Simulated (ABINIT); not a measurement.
# Beyond one shot: SrTiO3 (Tausonite)

Wanted: G0W0 and self-consistent gaps of SrTiO3 (Tausonite), with the cost of the cycles.

Method: PBEsol and many-body steps on it, plane waves, in ABINIT 10.8.3.

**What was measured.**

- Gap 3.77 eV: direct gap (M0 critical point); spectroscopic ellipsometry, second-derivative fit; 300 K; bulk crystal (commercial single crystal) (“Optical probe of ferroelectric order in bulk and thin film perovskite titanates”, 2013, arxiv:1309.1245).

## Step 1: Set-up

The structure is cubic, space group Pm-3m (No. 221). Conventional cell: a = 3.905 Å, b = 3.905 Å, c = 3.905 Å, α = 90.00°, β = 90.00°, γ = 90.00°. Nearest to Sr lie 12 O at 2.76 Å. Nearest to Ti lie 6 O at 1.95 Å. Nearest to O lie 2 Ti at 1.95 Å and 4 Sr at 2.76 Å. Farther neighbours and most contacts between anions are not listed.

The cell and positions come from the Crystallography Open Database and are kept as given unless a step says otherwise.

## Step 2: Empty states on the mesh, 4×4×4 mesh, 208 bands

This step: ABINIT 10.8.3; DFT, PBEsol, plane waves, norm-conserving pseudopotentials.

The sums over transitions need many empty states on a uniform mesh; this step solves for them.

File run.abi:

```
acell 3*1.0 Angstrom
rprim 
  3.905280000000 0.000000000000 0.000000000000
  0.000000000000 3.905280000000 0.000000000000
  0.000000000000 0.000000000000 3.905280000000
ntypat 3
znucl 38 22 8
natom 5
typat 1 2 3 3 3
xred 
  0.500000000000 0.500000000000 0.500000000000
  0.000000000000 0.000000000000 0.000000000000
  0.500000000000 0.000000000000 0.000000000000
  0.000000000000 0.500000000000 0.000000000000
  0.000000000000 0.000000000000 0.500000000000
pp_dirpath "pseudos"
pseudos "Sr.upf, Ti.upf, O.upf"
ecut 38
ngkpt 4 4 4
nshiftk 1
shiftk 0 0 0
kptopt 1
chksymbreak 0
irdden 1
istwfk *1
nband 208
prtvol 0
optdriver 6
gwr_task "HDIAGO"
paral_kgb 0
occopt 1
indata_prefix "in"
outdata_prefix "out"
tmpdata_prefix "tmp"
```

Launch:

```bash
OMP_NUM_THREADS=1 mpirun -n 4 abinit run.abi > log
```

Output:

```text
.Version 10.8.3 of ABINIT. v10.8.2 released Aug 2026.

 Symmetries : space group Pm -3 m (#221); Bravais cP (primitive cubic)
[... echo of the input left out ...]
== DATASET  1 ==================================================================
-   mpi_nproc: 4, omp_nthreads: 1 (-1 if OMP is not activated)

--- !DatasetInfo
iteration_state: {dtset: 1, }
dimensions: {natom: 5, nkpt: 10, mband: 208, nsppol: 1, nspinor: 1, nspden: 1, mpw: 4632, }
cutoff_energies: {ecut:  38.0, pawecutdg:  -1.0, }
[...]
Indirect band gap semiconductor
 Fundamental gap:     1.854 (eV)
   VBM:     6.800 (eV) at k: [ 5.0000E-01,  5.0000E-01,  5.0000E-01]
   CBM:     8.653 (eV) at k: [ 0.0000E+00,  0.0000E+00,  0.0000E+00]
 Direct gap:         2.212 (eV) at k: [ 0.0000E+00,  0.0000E+00,  0.0000E+00]

== END DATASET(S) ==============================================================
================================================================================

 -outvars: echo values of variables after computation  --------
           etotal      0.0000000000E+00
            nband         208
             nkpt          10
          spgroup         221
 [... the other variables as echoed above ...]

 Calculation completed.
```

The job ended after 2.8 min (4 MPI ranks of Arm Neoverse V2, shared host; peak memory 4.6 GiB).

Numbers from this step:

- gap: 1.854 eV
- k of the valence top: 0.5, 0.5, 0.5
- k of the conduction bottom: 0, 0, 0
- least direct gap: 2.212 eV
- k points computed: 10
- lowest point of the top converged band, above the valence top: 108.1047 eV

On this mesh the gap is 1.854 eV.

The density comes from a self-consistent run that is not shown.

## Step 3: Screening, 4×4×4 mesh, 200 bands, screening to 179.6 eV

The RPA dielectric matrix is built and inverted for each q.

This step: RPA screening on PBEsol, plane waves, norm-conserving pseudopotentials.

Edit run.abi of step 2 so:

```diff
@@ -23,10 +23,11 @@
 chksymbreak 0
-irdden 1
 istwfk *1
-nband 208
-prtvol 0
-optdriver 6
-gwr_task "HDIAGO"
-paral_kgb 0
 occopt 1
+irdwfk 1
+optdriver 3
+nband 200
+ecuteps 6.6
+inclvkb 2
+awtr 1
+symchi 1
 indata_prefix "in"
```

Output:

```text
.Version 10.8.3 of ABINIT. v10.8.2 released Aug 2026.

 Symmetries : space group Pm -3 m (#221); Bravais cP (primitive cubic)
[... echo of the input left out ...]
== DATASET  1 ==================================================================
-   mpi_nproc: 4, omp_nthreads: 1 (-1 if OMP is not activated)

--- !DatasetInfo
iteration_state: {dtset: 1, }
dimensions: {natom: 5, nkpt: 10, mband: 200, nsppol: 1, nspinor: 1, nspden: 1, mpw: 4632, }
cutoff_energies: {ecut:  38.0, pawecutdg:  -1.0, }
electrons: {nelect:   4.00000000E+01, charge:   0.00000000E+00, occopt:   1.00000000E+00, tsmear:   1.00000000E-02, }

 SCREENING: Calculation of the susceptibility and dielectric matrices

 Based on a program developped by R.W. Godby, V. Olevano, G. Onida, and L. Reining.
 Incorporated in ABINIT by V. Olevano, G.-M. Rignanese, and M. Torrent.
.Using double precision arithmetic ; gwpc =  8

[... cell and pseudopotentials left out ...]
--------------------------------------------------------------------------------

 ==== K-mesh for the wavefunctions ====
 Number of points in the irreducible wedge :    10
[... list of points left out ...]
 Together with 48 symmetry operations and time-reversal symmetry
 yields    64 points in the full Brillouin Zone.

 ==== Q-mesh for the screening function ====
 Number of points in the irreducible wedge :    10
[... list of points left out ...]
 Together with 48 symmetry operations and time-reversal symmetry
 yields    64 points in the full Brillouin Zone.

 setmesh: FFT mesh size selected  =    30x   30x   30
          total number of points  =        27000

 vcoul_init : cutoff-mode = AUXILIARY_FUNCTION
 q-points for optical limit:   1
     1)      0.000010    0.000020    0.000030

- screening: taking advantage of time-reversal symmetry
- Maximum band index for partially occupied states nbvw = 20
- Remaining bands to be divided among processors   nbcw = 180
- Number of bands treated by each node ~45

 Number of electrons calculated from density =   40.0000; Expected =   40.0000
 average of density, n =  0.099519
 r_s =    1.3387
 omega_plasma =   30.4305 [eV]

 calculating chi0 at frequencies [eV] :
  1    0.000000E+00    0.000000E+00
  2    0.000000E+00    3.043050E+01

--------------------------------------------------------------------------------
  q-point number  1        q = ( 0.000000, 0.000000, 0.000000) [r.l.u.]
--------------------------------------------------------------------------------
[... chi0 elements left out ...]
 For q-point:  0.000010 0.000020 0.000030
  dielectric constant =   6.5585
  dielectric constant without local fields =   6.9387

  Average fulfillment of the sum rule on Im[epsilon] for q-point    1 :     75.57  [%]
[... wings left out ...]
  q-point number  2        q = ( 0.250000, 0.000000, 0.000000) [r.l.u.]
--------------------------------------------------------------------------------
[... chi0 elements left out ...]
  Average fulfillment of the sum rule on Im[epsilon] for q-point    2 :     83.30  [%]

 [... 8 further q-points ...]
```

The job ended after 2.5 min (4 MPI ranks; peak memory 1.7 GiB; 10 min of CPU time).

Numbers from this step:

| Quantity | Value |
| --- | --- |
| ε∞ with local fields, on this mesh, along the program's q direction | 6.559 |
| the same without local fields | 6.939 |
| plasma frequency | 30.43 eV |
| plane waves in the screening matrix | 341 |

Local fields lower ε∞ by 5 %. On a Γ-centred mesh this coarse the value itself is usually too large, while a short band sum pulls it down.

## Step 4: G0W0

The self-energy is evaluated for the states that the input lists, and the levels follow from it, in one-shot runs by the linearised quasiparticle equation.

This step: G0W0 on PBEsol, plane waves, norm-conserving pseudopotentials.

Edit run.abi of step 3 so:

```diff
@@ -26,8 +26,21 @@
 irdwfk 1
-optdriver 3
+optdriver 4
 nband 200
+gwcalctyp 0
+ecutsigx 38
+symsigma 1
+nkptgw 4
+kptgw 
+  0.5000000000 0.5000000000 0.5000000000
+  0.0000000000 0.0000000000 0.0000000000
+  0.5000000000 0.0000000000 0.0000000000
+  0.5000000000 0.5000000000 0.0000000000
+bdgw 
+  18 23
+  18 23
+  19 23
+  18 22
 ecuteps 6.6
-inclvkb 2
-awtr 1
-symchi 1
+irdscr 1
+ppmodel 1
 indata_prefix "in"
```

Output:

```text
.Version 10.8.3 of ABINIT. v10.8.2 released Aug 2026.

 Symmetries : space group Pm -3 m (#221); Bravais cP (primitive cubic)
[... echo of the input left out ...]
== DATASET  1 ==================================================================
-   mpi_nproc: 4, omp_nthreads: 1 (-1 if OMP is not activated)

--- !DatasetInfo
iteration_state: {dtset: 1, }
dimensions: {natom: 5, nkpt: 10, mband: 200, nsppol: 1, nspinor: 1, nspden: 1, mpw: 4632, }
cutoff_energies: {ecut:  38.0, pawecutdg:  -1.0, }
electrons: {nelect:   4.00000000E+01, charge:   0.00000000E+00, occopt:   1.00000000E+00, tsmear:   1.00000000E-02, }

 SIGMA: Calculation of the GW corrections

 Based on a program developped by R.W. Godby, V. Olevano, G. Onida, and L. Reining.
 Incorporated in ABINIT by V. Olevano, G.-M. Rignanese, and M. Torrent.
.Using double precision arithmetic ; gwpc =  8

[... cell and pseudopotentials left out ...]
--------------------------------------------------------------------------------

 ==== K-mesh for the wavefunctions ====
 Number of points in the irreducible wedge :    10
[... list of points left out ...]
 Together with 48 symmetry operations and time-reversal symmetry
 yields    64 points in the full Brillouin Zone.

 ==== Q-mesh for screening function ====
 Number of points in the irreducible wedge :    10
[... list of points left out ...]
 Together with 48 symmetry operations and time-reversal symmetry
 yields    64 points in the full Brillouin Zone.

 vcoul_init : cutoff-mode = AUXILIARY_FUNCTION
 q-points for optical limit:   1
     1)      0.000010    0.000020    0.000030
 setmesh: FFT mesh size selected  =    45x   45x   45
          total number of points  =        91125

 Number of electrons calculated from density =   40.0000; Expected =   40.0000
 average of density, n =  0.099519
 r_s =    1.3387
 omega_plasma =   30.4305 [eV]

 === KS Band Gaps ===
  >>>> For spin  1
   Minimum direct gap =   2.2116 [eV], located at k-point      :   0.0000  0.0000  0.0000
   Fundamental gap    =   1.8536 [eV], Top of valence bands at :   0.5000  0.5000  0.5000
                                       Bottom of conduction at :   0.0000  0.0000  0.0000
 SIGMA fundamental parameters:
 PLASMON POLE MODEL  1
 number of plane-waves for SigmaX                 4457
 number of plane-waves for SigmaC and W            341
 number of plane-waves for wavefunctions          4457
 number of bands                                   200
 number of independent spin polarizations            1
 number of spinorial components                      1
 number of k-points in IBZ                          10
 number of q-points in IBZ                          10
 number of symmetry operations                      48
 number of k-points in BZ                           64
 number of q-points in BZ                           64
 number of frequencies for dSigma/dE                 9
 frequency step for dSigma/dE [eV]                0.25
 number of omega for Sigma on real axis              0
 max omega for Sigma on real axis  [eV]           0.00
 zcut for avoiding poles [eV]                     0.10

 EPSILON^-1 parameters (SCR file):
 dimension of the eps^-1 matrix on file            341
 dimension of the eps^-1 matrix used               341
 number of plane-waves for wavefunctions          4457
 number of bands                                   200
 number of q-points in IBZ                          10
 number of frequencies                               2
 number of real frequencies                          1
 number of imag frequencies                          1

 matrix elements of self-energy operator (all in [eV])

 Perturbative Calculation

--- !SelfEnergy_ee
iteration_state: {dtset: 1, }
kpoint     : [   0.500,    0.500,    0.500, ]
spin       : 1
KS_gap     :    4.525
QP_gap     :    6.418
Delta_QP_KS:    1.893
data: !SigmaeeData |
     Band     E0 <VxcDFT>   SigX SigC(E0)      Z dSigC/dE  Sig(E)    E-E0       E
       18   6.800 -19.954 -25.079   4.695   0.767  -0.304 -20.284  -0.329   6.470
       19   6.800 -19.954 -25.079   4.695   0.767  -0.304 -20.284  -0.329   6.470
       20   6.800 -19.954 -25.079   4.695   0.767  -0.304 -20.284  -0.329   6.470
       21  11.325 -21.772 -12.919  -6.726   0.735  -0.360 -20.208   1.564  12.889
       22  11.325 -21.772 -12.919  -6.726   0.735  -0.360 -20.208   1.564  12.889
       23  11.325 -21.772 -12.919  -6.726   0.735  -0.360 -20.208   1.564  12.889

--- !SelfEnergy_ee
iteration_state: {dtset: 1, }
kpoint     : [   0.000,    0.000,    0.000, ]
spin       : 1
KS_gap     :    2.212
QP_gap     :    3.919
Delta_QP_KS:    1.707
data: !SigmaeeData |
     Band     E0 <VxcDFT>   SigX SigC(E0)      Z dSigC/dE  Sig(E)    E-E0       E
[...]
--- !SelfEnergy_ee
iteration_state: {dtset: 1, }
kpoint     : [   0.500,    0.000,    0.000, ]
spin       : 1
KS_gap     :    2.766
QP_gap     :    4.571
Delta_QP_KS:    1.806
data: !SigmaeeData |
     Band     E0 <VxcDFT>   SigX SigC(E0)      Z dSigC/dE  Sig(E)    E-E0       E
[...]
--- !SelfEnergy_ee
iteration_state: {dtset: 1, }
kpoint     : [   0.500,    0.500,    0.000, ]
spin       : 1
KS_gap     :    3.926
QP_gap     :    5.764
Delta_QP_KS:    1.837
data: !SigmaeeData |
     Band     E0 <VxcDFT>   SigX SigC(E0)      Z dSigC/dE  Sig(E)    E-E0       E
[...]
20   6.712 -19.766 -24.883   4.674   0.768  -0.303 -20.107  -0.340   6.372
       21  10.639 -21.381 -13.331  -6.043   0.746  -0.341 -19.885   1.497  12.135
       22  10.639 -21.381 -13.331  -6.043   0.746  -0.341 -19.885   1.497  12.135

== END DATASET(S) ==============================================================
================================================================================

 -outvars: echo values of variables after computation  --------
           etotal      0.0000000000E+00
            nband         200
             nkpt          10
          spgroup         221
 [... the other variables as echoed above ...]

 Calculation completed.
```

Run time: 73 s. Hardware: 4 MPI ranks; peak memory 1.7 GiB; 4.9 min of CPU time.

This step gave:

| Property | Result |
| --- | --- |
| G0W0 gap on the mesh | 3.544 eV |
| starting gap on the mesh | 1.854 eV |
| k of the valence top | 0.5, 0.5, 0.5 |
| k of the conduction bottom | 0, 0, 0 |
| Z at the valence top | 0.767 |
| Z at the conduction bottom | 0.782 |
| least direct G0W0 gap on the computed points | 3.919 eV |

The gap on the mesh goes from 1.85 eV to 3.54 eV, a correction of +1.69 eV.

## Step 5: evGW0, cycle 1

This step: evGW0 on PBEsol, plane waves, norm-conserving pseudopotentials.

Edit run.abi of step 4 so:

```diff
@@ -28,16 +28,28 @@
 nband 200
-gwcalctyp 0
+gwcalctyp 10
 ecutsigx 38
 symsigma 1
-nkptgw 4
+nkptgw 10
 kptgw 
+  0.0000000000 0.0000000000 0.0000000000
+  0.2500000000 0.0000000000 0.0000000000
+  0.5000000000 0.0000000000 0.0000000000
+  0.2500000000 0.2500000000 0.0000000000
+  0.5000000000 0.2500000000 0.0000000000
+  0.5000000000 0.5000000000 0.0000000000
+  0.2500000000 0.2500000000 0.2500000000
+  0.5000000000 0.2500000000 0.2500000000
+  0.5000000000 0.5000000000 0.2500000000
   0.5000000000 0.5000000000 0.5000000000
-  0.0000000000 0.0000000000 0.0000000000
-  0.5000000000 0.0000000000 0.0000000000
-  0.5000000000 0.5000000000 0.0000000000
 bdgw 
-  18 23
-  18 23
-  19 23
-  18 22
+  12 31
+  12 31
+  12 31
+  12 31
+  12 31
+  12 31
+  12 31
+  12 31
+  12 31
+  12 31
 ecuteps 6.6
```

Output:

```text
.Version 10.8.3 of ABINIT. v10.8.2 released Aug 2026.

 Symmetries : space group Pm -3 m (#221); Bravais cP (primitive cubic)
[... echo of the input left out ...]
== DATASET  1 ==================================================================
-   mpi_nproc: 4, omp_nthreads: 1 (-1 if OMP is not activated)

--- !DatasetInfo
iteration_state: {dtset: 1, }
dimensions: {natom: 5, nkpt: 10, mband: 200, nsppol: 1, nspinor: 1, nspden: 1, mpw: 4632, }
cutoff_energies: {ecut:  38.0, pawecutdg:  -1.0, }
electrons: {nelect:   4.00000000E+01, charge:   0.00000000E+00, occopt:   1.00000000E+00, tsmear:   1.00000000E-02, }

 SIGMA: Calculation of the GW corrections

 Based on a program developped by R.W. Godby, V. Olevano, G. Onida, and L. Reining.
 Incorporated in ABINIT by V. Olevano, G.-M. Rignanese, and M. Torrent.
.Using double precision arithmetic ; gwpc =  8

[... cell and pseudopotentials left out ...]
--------------------------------------------------------------------------------

 ==== K-mesh for the wavefunctions ====
 Number of points in the irreducible wedge :    10
[... list of points left out ...]
 Together with 48 symmetry operations and time-reversal symmetry
 yields    64 points in the full Brillouin Zone.

 ==== Q-mesh for screening function ====
 Number of points in the irreducible wedge :    10
[... list of points left out ...]
 Together with 48 symmetry operations and time-reversal symmetry
 yields    64 points in the full Brillouin Zone.

 vcoul_init : cutoff-mode = AUXILIARY_FUNCTION
 q-points for optical limit:   1
     1)      0.000010    0.000020    0.000030
 setmesh: FFT mesh size selected  =    45x   45x   45
          total number of points  =        91125

 Number of electrons calculated from density =   40.0000; Expected =   40.0000
[...]
spin       : 1
KS_gap     :    4.168
QP_gap     :    6.010
Delta_QP_KS:    1.842
data: !SigmaeeData |
     Band     E_DFT   <VxcDFT>   E(N-1)  <Hhartree>   SigX  SigC[E(N-1)]    Z     dSigC/dE  Sig[E(N)]  DeltaE  E(N)_pert E(N)_diago
[...]
--- !SelfEnergy_ee
iteration_state: {dtset: 1, }
kpoint     : [   0.500,    0.500,    0.500, ]
spin       : 1
KS_gap     :    4.525
QP_gap     :    6.418
Delta_QP_KS:    1.893
data: !SigmaeeData |
     Band     E_DFT   <VxcDFT>   E(N-1)  <Hhartree>   SigX  SigC[E(N-1)]    Z     dSigC/dE  Sig[E(N)]  DeltaE  E(N)_pert E(N)_diago
[...]
30    16.546   -12.998    16.546    29.544    -6.382    -4.902     0.837    -0.195   -11.564     1.434    17.980    18.259
       31    16.837   -10.167    16.837    27.004    -4.391    -4.919     0.850    -0.176    -9.438     0.729    17.566    18.259

 New Fermi energy :        3.080007E-01 Ha ,    8.381126E+00 eV

 === QP Band Gaps ===
  >>>> For spin  1
   Minimum direct gap =   4.4000 [eV], located at k-point      :   0.0000  0.0000  0.0000
   Fundamental gap    =   4.0218 [eV], Top of valence bands at :   0.5000  0.5000  0.5000
                                       Bottom of conduction at :   0.0000  0.0000  0.0000

 writing QP data on file : out_QPS

 Convergence of QP corrections
 >>>>> For spin  1 <<<<<
.  kptgw no:  1; Maximum DeltaE = (  -0.681   0.002) for band index: 13
.  kptgw no:  2; Maximum DeltaE = (  -0.670   0.004) for band index: 13
.  kptgw no:  3; Maximum DeltaE = (  -0.658   0.005) for band index: 13
[...]
.  kptgw no:  9; Maximum DeltaE = (  -0.466  -0.000) for band index: 17
.  kptgw no: 10; Maximum DeltaE = (  -0.625   0.012) for band index: 16

== END DATASET(S) ==============================================================
================================================================================

 -outvars: echo values of variables after computation  --------
           etotal      0.0000000000E+00
            nband         200
             nkpt          10
          spgroup         221
 [... the other variables as echoed above ...]

 Calculation completed.
```

It took 17 min on 4 MPI ranks; peak memory 2.4 GiB.

This step gave:

```yaml
quasiparticle_gap_on_the_mesh: 4.022 eV
gap_of_the_density_functional_on_the_mesh: 1.854 eV
k_of_the_valence_top: 0.5, 0.5, 0.5
k_of_the_conduction_bottom: 0, 0, 0
z_at_the_valence_top: 0.767
z_at_the_conduction_bottom: 0.782
least_direct_quasiparticle_gap_on_the_computed_points: 4.400 eV
```

Against G0W0 in ABINIT (4×4×4 mesh, 200 bands, screening to 179.6 eV, Godby-Needs plasmon pole), the gap moves by +0.478 eV. This first cycle still uses the starting levels; it takes the full correction, at all points of the mesh, and its linearised value is 3.544 eV.

(Part 1 of 3 ends here.)

[Paths, hosts, dates, memory and timing lines, banners, echoed tables and standing remarks are left out of the program output.]

[Logs are printed without paths, hosts, clocks, repeated set-up lines and the standing remarks that a program may print on its own settings, such as how far it seeks lower states.]

[Runs of the session that timed out or met a known fault of the program may be left out.]

[Hosts, paths, dates, database ids (printed as entryN), source tags and the programs' standing remarks are cut or masked in the printed files.]

[G0W0 gaps are taken among the corrected bands and points alone; a level outside them can change the order at an edge.]

[Where Ansatz stands beside ABINIT at settings called matched, ABINIT's density can come from a denser mesh and the files from another edition; pairs whose starting gaps differed by over 0.03 eV were left out, so agreement reads better than it is.]
